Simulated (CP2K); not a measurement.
The C K edge of isocyanoketene was computed by TDDFT (CP2K XAS_TDP, aug-cc-pVDZ, TDA) at these levels: BHandHLYP, PBEh(45%) and PBEh(45%) + GW2X. The first three lines of C1 (bonded to N) with a strength over 0.0015, energy in eV and strength:

| run | first | second | third |
| --- | --- | --- | --- |
| 1 | 288.58 (0.070) | 288.97 (0.064) | 291.42 (0.004) |
| 2 | 281.43 (0.072) | 281.83 (0.066) | 284.27 (0.004) |
| 3 | 283.39 (0.075) | 283.79 (0.069) | 286.88 (0.003) |

**Question.** Which run is which?

Run 1: PBEh(45%) + GW2X (45 % exact exchange). Run 2: PBEh(45%) (45 % exact exchange). Run 3: BHandHLYP (50 % exact exchange). Self-interaction lifts the core level, so the uncorrected lines rise with the share of exact exchange. The GW2X run keeps the spacings of its parent: 0.39 eV between the first two lines in run 1, 0.40 eV in run 2. Its shift is +7.15 eV, since the Kohn–Sham level at this share of exchange lies that far above the quasiparticle level.

[Hosts, paths, dates, database ids (printed as entryN), source tags and the programs' standing remarks are cut or masked in the printed files.]
